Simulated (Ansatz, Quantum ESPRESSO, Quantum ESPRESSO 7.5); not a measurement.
## Evanescent states of KBr, rock salt type, lattice constant set to 6.796 Å

Aim: how fast states decay in the gap of KBr, rock salt type, lattice constant set to 6.796 Å.

Program: Quantum ESPRESSO 7.5. Level of theory: plane-wave DFT, LDA, PseudoDojo norm-conserving pseudopotentials (cross-check by Ansatz 0.2.0 with PAW datasets). Results are calculated unless marked as measured.

This is a report of a sequence of runs, with most program output left out.

## Step 1: Starting point

The structure is cubic, space group Fm-3m (No. 225). Conventional cell: a = 6.796 Å, b = 6.796 Å, c = 6.796 Å, α = 90.00°, β = 90.00°, γ = 90.00°. Nearest to K lie 6 Br at 3.40 Å. Nearest to Br lie 6 K at 3.40 Å. Farther neighbours and most contacts between anions are not listed.

## Step 2: Ground state

pwcond needs a cell whose third axis lies along the current and stands perpendicular to the other two.

The input, scf.in:

```
&control
  prefix = 'scf'
  outdir = './out'
  pseudo_dir = './pseudo'
  calculation = 'scf'
  tprnfor = .true.
/
&system
  ibrav = 0
  nat = 4
  ntyp = 2
  ecutwfc = 66
  ecutrho = 264
  occupations = 'fixed'
  nbnd = 20
/
&electrons
  conv_thr = 1e-09
  mixing_beta = 0.6
  electron_maxstep = 120
/
ATOMIC_SPECIES
  K   39.0983  K.dojo-sr-lda-0.4.1-standard.upf
  Br  79.9040  Br.dojo-sr-lda-0.4.1-standard.upf
CELL_PARAMETERS angstrom
  4.80549768494378 0.00000000000000 0.00000000000000
  0.00000000000000 4.80549768494378 0.00000000000000
  0.00000000000000 0.00000000000000 6.79600000000000
ATOMIC_POSITIONS crystal
  K   0.000000000000 0.000000000000 0.000000000000
  Br  0.500000000000 0.500000000000 0.000000000000
  K   0.500000000000 0.500000000000 0.500000000000
  Br  0.000000000000 0.000000000000 0.500000000000
K_POINTS automatic
  6 6 4 0 0 0
```

Launch:

```sh
$ OMP_NUM_THREADS=1 mpirun -n 2 pw.x -nk 2 -in scf.in > scf.out
```

The job ended after 43 s (2 MPI ranks of Intel Xeon Platinum 8488C (Sapphire Rapids), shared host; peak memory 0.32 GiB; 85 s of CPU time).

Read from the output:

```
free energy                          : -2494.1196 eV
valence top, on the run's zero       : 0.2714 eV
conduction bottom, on the run's zero : 4.093 eV
gap by band count                    : 3.822 eV
```

The program's own clock; routines nest. Time by routine:

```csv
routine,wall time (s),calls
PWSCF,42.09,1
electrons,38.86,1
c_bands,33.89,9
cegterg,23.35,135
h_psi,20.24,781
vloc_psi,16.01,781
fftw,14.84,17954
sum_band,4.71,9
init_run,2.48,1
calbec,2.35,841
h_psi:calbec,2.12,781
add_vuspsi,1.8,781
wfcinit,1.69,1
init_us_2,1.59,300
```

The run needed 8 iterations to bring the estimated error under 1e-09 Ry.

## Step 3: Complex band structure

ikind = 0 solves one period of the crystal for all kz, real and complex, at each energy and k across. ewind and epsproj trim the two-dimensional plane-wave basis; nz1 sets the subslabs.

The input, cbs.in:

```
&inputcond
  outdir = './out'
  prefixl = 'scf'
  band_file = 'cbs'
  ikind = 0
  ewind = 4.0
  epsproj = 1e-05
  nz1 = 7
  energy0 = 7.44
  denergy = -0.24
/
4
  0.00000000 0.00000000 1.00000000
  0.50000000 0.00000000 1.00000000
  0.50000000 0.50000000 1.00000000
  0.25000000 0.00000000 1.00000000
40
```

Launch:

```sh
$ OMP_NUM_THREADS=1 mpirun -n 2 pwcond.x -in cbs.in > cbs.out
```

It took 4.4 min on 2 MPI ranks; peak memory 0.18 GiB; 8.8 min of CPU time.

Read from the output:

```
peak of the smallest κ at the zone centre : 0.315 Å⁻¹
energy of the peak at the zone centre     : 1.68 eV
peak of the smallest κ at (1/2, 0)        : 0.632 Å⁻¹
peak of the smallest κ at (1/2, 1/2)      : 0.458 Å⁻¹
peak of the smallest κ at (1/4, 0)        : 0.415 Å⁻¹
```

K across = (0, 0) in the cell's reciprocal vectors; values within 0.0025 1/Å of each other count once, columns are sorted by size at each energy, a dash where no further value was kept. Im kz of the slowest decaying states against energy, zero at the highest filled level of the SCF mesh:

```csv
energy (eV),decay 1 (Å⁻¹),decay 2 (Å⁻¹),decay 3 (Å⁻¹)
-1.92,0.516,1.08,1.45
-1.44,0.438,1.00,1.41
-0.96,0.293,0.912,1.36
-0.48,0.382,0.602,0.9
-0.24,0.44,0.978,1.29
0.00,0.01,0.475,1.01
0.24,0.18,0.42,0.498
0.72,0.269,0.528,0.586
1.20,0.304,0.543,0.647
1.68,0.315,0.55,0.672
2.16,0.308,0.551,0.68
2.64,0.283,0.546,0.675
2.88,0.263,0.542,0.669
3.36,0.199,0.531,0.651
3.84,0.515,0.627,0.736
4.32,0.495,0.596,0.635
4.80,0.471,0.512,0.558
5.28,0.342,0.44,0.512
5.76,0.403,0.456,0.559
6.00,0.38,0.423,0.528
6.48,0.317,0.344,0.464
6.96,0.231,0.234,0.394
7.44,0.107,0.235,0.308
```

K across = (0, 0) in the cell's reciprocal vectors. The Re kz of states that move upwards by energy, zero at the highest filled level of the SCF mesh:

```csv
energy (eV),channel 1 (Å⁻¹),channel 2 (Å⁻¹),channel 3 (Å⁻¹)
-1.92,-,-,-
-1.68,-,-,-
-1.44,-,-,-
-1.20,-,-,-
-0.96,-,-,-
-0.72,0.376,-,-
-0.48,-0.347,-,-
-0.24,-0.215,0.211,0.211
0.00,-0.00584,-0.00584,-
0.24,-,-,-
0.72,-,-,-
0.96,-,-,-
1.20,-,-,-
1.44,-,-,-
1.68,-,-,-
1.92,-,-,-
2.16,-,-,-
2.40,-,-,-
2.64,-,-,-
2.88,-,-,-
3.12,-,-,-
3.36,-,-,-
3.60,-,-,-
3.84,0.0421,-,-
4.08,0.166,-,-
4.32,0.239,-,-
4.56,0.301,-,-
4.80,0.359,-,-
5.28,-0.454,-,-
5.52,-0.398,-,-
5.76,-0.340,0.185,-
6.00,-0.278,0.336,-
6.24,-0.207,0.442,-
6.48,-0.393,-0.0992,-
6.72,-0.309,-,-
6.96,-0.225,-,-
7.20,-0.126,-,-
7.44,0.127,0.127,-
```

K across = (1/2, 0) in the cell's reciprocal vectors; values within 0.0025 1/Å of each other count once, columns are sorted by size at each energy, a dash where no further value was kept. Im kz of the slowest decaying states against energy, zero at the highest filled level of the SCF mesh:

```csv
energy (eV),decay 1 (Å⁻¹),decay 2 (Å⁻¹),decay 3 (Å⁻¹)
-1.92,0.464,1.03,1.05
-1.68,0.411,1.00,1.01
-1.44,0.338,0.969,1.65
-1.20,0.212,0.924,0.93
-0.96,0.867,0.886,1.61
-0.72,0.159,0.791,0.831
-0.48,0.184,0.662,0.757
-0.24,0.266,0.405,0.613
0.00,0.556,0.682,1.52
0.24,0.603,0.76,1.49
0.72,0.59,0.712,0.827
0.96,0.576,0.754,0.844
1.20,0.571,0.778,0.855
1.44,0.569,0.793,0.861
1.68,0.567,0.803,0.865
1.92,0.566,0.809,0.865
2.16,0.564,0.812,0.864
2.40,0.562,0.813,0.86
2.64,0.559,0.813,0.855
2.88,0.555,0.812,0.849
3.12,0.551,0.81,0.841
3.36,0.546,0.808,0.832
3.60,0.54,0.808,0.822
3.84,0.534,0.81,0.986
4.08,0.528,0.798,0.834
4.32,0.521,0.784,0.842
4.56,0.515,0.769,0.81
4.80,0.509,0.753,0.774
5.28,0.501,0.685,0.718
5.52,0.501,0.628,0.698
5.76,0.501,0.555,0.676
6.00,0.216,0.497,0.653
6.24,0.026,0.485,0.629
6.48,0.175,0.468,0.602
6.72,0.168,0.444,0.572
6.96,0.106,0.415,0.54
7.20,0.381,0.504,0.65
7.44,0.34,0.464,0.619
```

K across = (1/2, 1/2) in the cell's reciprocal vectors; values within 0.0025 1/Å of each other count once, columns are sorted by size at each energy, a dash where no further value was kept. The Im kz of the slowest decaying states by energy, zero at the highest filled level of the SCF mesh:

```csv
energy (eV),decay 1 (Å⁻¹),decay 2 (Å⁻¹),decay 3 (Å⁻¹)
-1.92,0.54,1.02,1.73
-1.44,0.473,0.779,1.09
-0.96,0.37,0.418,1.16
-0.48,0.005,1.19,1.61
-0.24,0.099,0.116,1.20
0.00,0.271,0.334,1.20
0.24,0.337,0.421,1.21
0.72,0.403,0.506,1.21
1.20,0.436,0.541,1.21
1.68,0.452,0.553,1.20
2.16,0.458,0.549,1.20
2.64,0.457,0.533,1.18
2.88,0.453,0.522,1.18
3.36,0.442,0.491,1.16
3.84,0.425,0.451,1.15
4.32,0.397,0.401,1.13
4.80,0.326,0.37,1.06
5.28,0.222,0.328,0.997
5.76,0.27,0.926,1.06
6.00,0.23,0.888,1.05
6.48,0.086,0.806,1.03
6.96,0.716,1.01,1.05
7.44,0.614,0.981,1.19
```

K across = (1/4, 0) in the cell's reciprocal vectors; values within 0.0025 1/Å of each other count once, columns are sorted by size at each energy, a dash where no further value was kept. The Im kz of the slowest decaying states by energy, zero at the highest filled level of the SCF mesh:

```csv
energy (eV),decay 1 (Å⁻¹),decay 2 (Å⁻¹),decay 3 (Å⁻¹)
-1.92,0.493,1.06,1.06
-1.68,0.451,1.02,1.51
-1.44,0.397,0.988,1.49
-1.20,0.322,0.944,0.95
-0.96,0.188,0.89,0.904
-0.72,0.82,0.85,1.42
-0.48,0.71,0.789,1.39
-0.24,0.206,0.679,0.821
0.00,0.29,0.362,0.581
0.24,0.343,0.466,0.537
0.72,0.384,0.563,0.609
0.96,0.397,0.565,0.642
1.20,0.406,0.567,0.663
1.44,0.412,0.569,0.676
1.68,0.415,0.569,0.684
1.92,0.415,0.568,0.687
2.16,0.412,0.567,0.687
2.40,0.407,0.564,0.684
2.64,0.4,0.56,0.679
2.88,0.39,0.556,0.671
3.12,0.376,0.55,0.661
3.36,0.359,0.544,0.649
3.60,0.337,0.536,0.635
3.84,0.309,0.528,0.619
4.08,0.273,0.519,0.602
4.32,0.222,0.508,0.582
4.56,0.14,0.497,0.561
4.80,0.484,0.537,0.613
5.28,0.456,0.485,0.57
5.52,0.439,0.456,0.545
5.76,0.42,0.425,0.487
6.00,0.371,0.39,0.403
6.24,0.157,0.35,0.379
6.48,0.132,0.302,0.354
6.72,0.092,0.237,0.326
6.96,0.109,0.293,0.33
7.20,0.11,0.254,0.27
7.44,0.164,0.189,0.204
```

The program's own clock; routines nest. Time by routine:

```csv
routine,wall time (s),calls
PWCOND,264.3,1
scatter_forw,196.1,160
compbs,58.76,160
compbs_2,55.3,160
local,8.38,4
init,1,1
poten,0.37,1
```

## Step 4: Complex band structure, with epsproj = 0.001

How much does a setting matter? One run is repeated with a change.

cbs.w.in, as its differences from the input of step 3:

```diff
@@ -3,6 +3,6 @@
   prefixl = 'scf'
-  band_file = 'cbs'
+  band_file = 'cbs.w'
   ikind = 0
   ewind = 4.0
-  epsproj = 1e-05
+  epsproj = 0.001
   nz1 = 7
```

Launch:

```sh
$ OMP_NUM_THREADS=1 mpirun -n 2 pwcond.x -in cbs.w.in > cbs.w.out
```

Run time: 2.7 min. Hardware: 2 MPI ranks; peak memory 0.15 GiB.

The changed values were drawn from a wide range, not chosen for quality; the comparison shows what they did here together.

Beside the run it was changed from:

```csv
quantity,this run,unchanged run,difference
peak of the smallest κ at the zone centre (Å⁻¹),0.315,0.315,0
"peak of the smallest κ at (1/2, 0) (Å⁻¹)",0.63,0.632,-0.0020
"peak of the smallest κ at (1/2, 1/2) (Å⁻¹)",0.459,0.458,0.0010
wall time (s),161,265,
```

The physical values in this table move by up to 0.32 %.

## Step 5: Complex bands with pwcond.x, with ikind = 1

One more run, with a changed input.

cbs.bad.in, as its differences from the input of step 3:

```diff
@@ -3,4 +3,4 @@
   prefixl = 'scf'
-  band_file = 'cbs'
-  ikind = 0
+  tran_file = 'cbs.bad.dat'
+  ikind = 1
   ewind = 4.0
```

Launch:

```sh
$ OMP_NUM_THREADS=1 mpirun -n 2 pwcond.x -in cbs.bad.in > cbs.bad.out
```

Wall time 1.8 s (2 MPI ranks); peak memory 0.09 GiB.

The input was rejected at the start.

The fault put into the input: a transmission asked without a scattering region (inputcond.ikind = 1).

The message: “do_cond (1): different cut-offs on left lead and scattering region”. ikind = 1 needs a scattering region, which this input doesn't give; ikind = 0 solves the crystal alone.

## Step 6: Cross-check with Ansatz

A second code with its own PAW datasets, on the same atoms.

Level of this step: plane-wave DFT, LDA, Ansatz PAW (Ansatz 0.2.0).

The input, input.yaml:

```yaml
crystal:
  lattice:
    - [4.8054976849, 0.0, 0.0]
    - [0.0, 4.8054976849, 0.0]
    - [0.0, 0.0, 6.796]
  atoms:
    - { symbol: K, position: [0.0, 0.0, 0.0] }
    - { symbol: Br, position: [0.5, 0.5, 0.0] }
    - { symbol: K, position: [0.5, 0.5, 0.5] }
    - { symbol: Br, position: [0.0, 0.0, 0.5] }
kpoints:
  mp_grid: { grid: [6, 6, 4] }
hamiltonian:
  xc: lda
scf:
  occupations: { method: fixed }
  convergence: { dr2_threshold: 1.0e-09 }
output:
  transmission:
    leads: [[0, 0]]
    kpoints: [[0, 0], [0.5, 0], [0.5, 0.5], [0.25, 0]]
    e_range: [-1.92, 7.44]
    de: 0.24
```

Launch:

```sh
$ ansatz run input.yaml --threads 2 --pin off --max-ram 4096MiB --backend cpu --events-out ev --progress --plain --runs-dir out
```

Elapsed: 42 s, on 2 threads; peak memory 0.69 GiB.

This step gave:

* free energy: -8387.0230 eV
* gap by band count: 3.821 eV
* symmetry operations: 32
* slowest decay at the grid energy nearest mid-gap: 0.3131 Å⁻¹
* peak of the smallest κ at the zone centre: 0.3146 Å⁻¹
* peak of the smallest κ at (1/2, 0): 0.6315 Å⁻¹
* peak of the smallest κ at (1/2, 1/2): 0.4584 Å⁻¹
* peak of the smallest κ at (1/4, 0): 0.4147 Å⁻¹
* valence top, on the run's zero: 0.2281 eV

K across = (0, 0) in the cell's reciprocal vectors; values within 0.0025 1/Å of each other count once, columns are sorted by size at each energy, a dash where no further value was kept. Im kz of the slowest decaying states against energy, zero at the highest filled level of the SCF mesh:

```csv
energy (eV),decay 1 (Å⁻¹),decay 2 (Å⁻¹),decay 3 (Å⁻¹)
-1.92,0.516,1.08,1.45
-1.44,0.438,1.01,1.41
-0.96,0.293,0.912,1.36
-0.48,0.382,0.601,0.900
-0.24,0.440,0.979,1.29
0.00,0.00477,0.0092,0.475
0.24,0.179,0.420,0.498
0.72,0.269,0.528,0.585
1.20,0.304,0.543,0.647
1.68,0.315,0.550,0.672
2.16,0.307,0.551,0.679
2.64,0.283,0.546,0.675
2.88,0.263,0.542,0.669
3.36,0.199,0.531,0.651
3.84,0.515,0.627,0.736
4.32,0.495,0.596,0.635
4.80,0.470,0.511,0.557
5.28,0.341,0.440,0.511
5.76,0.402,0.455,0.559
6.00,0.379,0.423,0.528
6.48,0.317,0.344,0.464
6.96,0.230,0.234,0.393
7.44,0.108,0.234,0.308
```

K across = (0, 0) in the cell's reciprocal vectors. Re kz of states that move upwards against energy, zero at the highest filled level of the SCF mesh:

```csv
energy (eV),channel 1 (Å⁻¹),channel 2 (Å⁻¹),channel 3 (Å⁻¹)
-1.92,-,-,-
-1.68,-,-,-
-1.44,-,-,-
-1.20,-,-,-
-0.96,-,-,-
-0.72,0.377,-,-
-0.48,-0.347,-,-
-0.24,-0.215,0.212,0.212
0.00,-,-,-
0.24,-,-,-
0.72,-,-,-
0.96,-,-,-
1.20,-,-,-
1.44,-,-,-
1.68,-,-,-
1.92,-,-,-
2.16,-,-,-
2.40,-,-,-
2.64,-,-,-
2.88,-,-,-
3.12,-,-,-
3.36,-,-,-
3.60,-,-,-
3.84,0.0438,-,-
4.08,0.166,-,-
4.32,0.239,-,-
4.56,0.302,-,-
4.80,0.360,-,-
5.28,-0.453,-,-
5.52,-0.398,-,-
5.76,-0.340,0.187,-
6.00,-0.278,0.338,-
6.24,-0.206,0.443,-
6.48,-0.392,-0.0979,-
6.72,-0.308,-,-
6.96,-0.224,-,-
7.20,-0.124,-,-
7.44,0.128,0.128,-
```

K across = (1/2, 0) in the cell's reciprocal vectors; values within 0.0025 1/Å of each other count once, columns are sorted by size at each energy, a dash where no further value was kept. Im kz of the slowest decaying states against energy, zero at the highest filled level of the SCF mesh:

```csv
energy (eV),decay 1 (Å⁻¹),decay 2 (Å⁻¹),decay 3 (Å⁻¹)
-1.92,0.463,1.03,1.05
-1.44,0.337,0.969,-
-0.96,0.867,0.886,-
-0.48,0.184,0.662,0.757
-0.24,0.266,0.406,0.613
0.00,0.556,0.683,-
0.24,0.603,0.760,1.49
0.72,0.591,0.711,0.827
1.20,0.571,0.777,0.855
1.68,0.567,0.802,0.864
2.16,0.564,0.812,0.864
2.64,0.559,0.813,0.855
2.88,0.555,0.811,0.849
3.36,0.546,0.808,0.832
3.84,0.534,0.810,0.986
4.32,0.522,0.784,0.842
4.80,0.509,0.753,0.773
5.28,0.501,0.685,0.717
5.76,0.502,0.554,0.676
6.00,0.211,0.497,0.653
6.48,0.174,0.468,0.601
6.96,0.105,0.415,0.540
7.44,0.340,0.464,0.619
```

K across = (1/2, 1/2) in the cell's reciprocal vectors; values within 0.0025 1/Å of each other count once, columns are sorted by size at each energy, a dash where no further value was kept. The Im kz of the slowest decaying states by energy, zero at the highest filled level of the SCF mesh:

```csv
energy (eV),decay 1 (Å⁻¹),decay 2 (Å⁻¹),decay 3 (Å⁻¹)
-1.92,0.540,1.02,-
-1.44,0.473,0.778,1.09
-0.96,0.370,0.416,1.16
-0.48,0.00693,1.19,-
-0.24,0.0991,0.117,1.20
0.00,0.271,0.334,1.20
0.24,0.336,0.421,1.21
0.72,0.403,0.506,1.21
1.20,0.436,0.541,1.21
1.68,0.452,0.553,1.20
2.16,0.458,0.549,1.20
2.64,0.457,0.533,1.18
2.88,0.453,0.522,1.18
3.36,0.442,0.491,1.16
3.84,0.425,0.450,1.15
4.32,0.397,0.401,1.13
4.80,0.326,0.369,1.06
5.28,0.221,0.327,0.997
5.76,0.269,0.926,1.06
6.00,0.230,0.887,1.05
6.48,0.0849,0.806,1.03
6.96,0.715,1.01,1.05
7.44,0.614,0.980,1.19
```

K across = (1/4, 0) in the cell's reciprocal vectors; values within 0.0025 1/Å of each other count once, columns are sorted by size at each energy, a dash where no further value was kept. The Im kz of the slowest decaying states by energy, zero at the highest filled level of the SCF mesh:

```csv
energy (eV),decay 1 (Å⁻¹),decay 2 (Å⁻¹),decay 3 (Å⁻¹)
-1.92,0.493,1.06,1.06
-1.44,0.397,0.988,1.49
-0.96,0.187,0.890,0.904
-0.48,0.709,0.789,1.39
-0.24,0.206,0.679,0.821
0.00,0.289,0.362,0.581
0.24,0.342,0.466,0.537
0.72,0.384,0.563,0.609
1.20,0.406,0.568,0.662
1.68,0.415,0.569,0.684
2.16,0.412,0.567,0.687
2.64,0.400,0.560,0.679
2.88,0.389,0.556,0.671
3.36,0.359,0.544,0.649
3.84,0.309,0.528,0.619
4.32,0.222,0.508,0.582
4.80,0.484,0.537,0.613
5.28,0.455,0.485,0.570
5.76,0.420,0.425,0.486
6.00,0.370,0.390,0.403
6.48,0.132,0.301,0.354
6.96,0.107,0.293,0.329
7.44,0.164,0.188,0.204
```

## Step 7: Worked from the printed numbers

T falls as exp(−2κd). With κ = 0.313 1/Å, 10 Å of barrier pass exp(−2 × 0.313 × 10) = 0.0019 of that channel, interfaces aside.

## Step 8: What came out

| Property | Result |
| --- | --- |
| gap on the SCF mesh | 3.82 eV |
| smallest κ at mid-gap among the four k points, at the zone centre | 0.313 Å⁻¹ |
| peak of the smallest κ in the stop band at the zone centre | 0.315 Å⁻¹ |
| peak of the smallest κ in the stop band at (1/2, 0) | 0.632 Å⁻¹ |
| peak of the smallest κ in the stop band at (1/2, 1/2) | 0.458 Å⁻¹ |
| peak of the smallest κ in the stop band at (1/4, 0) | 0.415 Å⁻¹ |
| energy of the peak at the zone centre, over the highest filled level | 1.68 eV |
| peak at the zone centre by Ansatz | 0.315 Å⁻¹ |

**Reading.** With a gap of 3.82 eV on the mesh, the smallest κ at mid-gap among the four k points, at the zone centre is 0.313 Å⁻¹ (LDA, PseudoDojo norm-conserving). For a barrier with the Fermi level at mid-gap the slowest state found, at the zone centre, loses a factor of ten in probability every 3.7 Å or so. Stop bands away from the zone centre are mostly wider than the gap, so their peaks can lie above the conduction bottom. At the zone centre pwcond's peak is 0.315 and Ansatz's 0.315 1/Å, 0 % apart. The cell is the a/√2 one, turned by 45°, with two primitive cells, so X along [001] folds onto kz = 0. A semilocal gap is too small, often by a third to a half and by more in narrow-gap crystals, so real barriers decay faster. Spin-orbit coupling is left out; depending on the atoms that carry the levels of interest, it can split and shift them by tens to hundreds of meV.

[Logs are printed without paths, hosts, clocks, repeated set-up lines and the standing remarks that a program may print on its own settings, such as how far it seeks lower states.]

[Hosts, paths, dates, database ids (printed as entryN), source tags and the programs' standing remarks are cut or masked in the printed files.]

[Maps of the electrostatic potential energy from Ansatz leave out the sawtooth potential of an applied field or a dipole correction, so their vacuum need not be flat; planar profiles and work functions include it.]
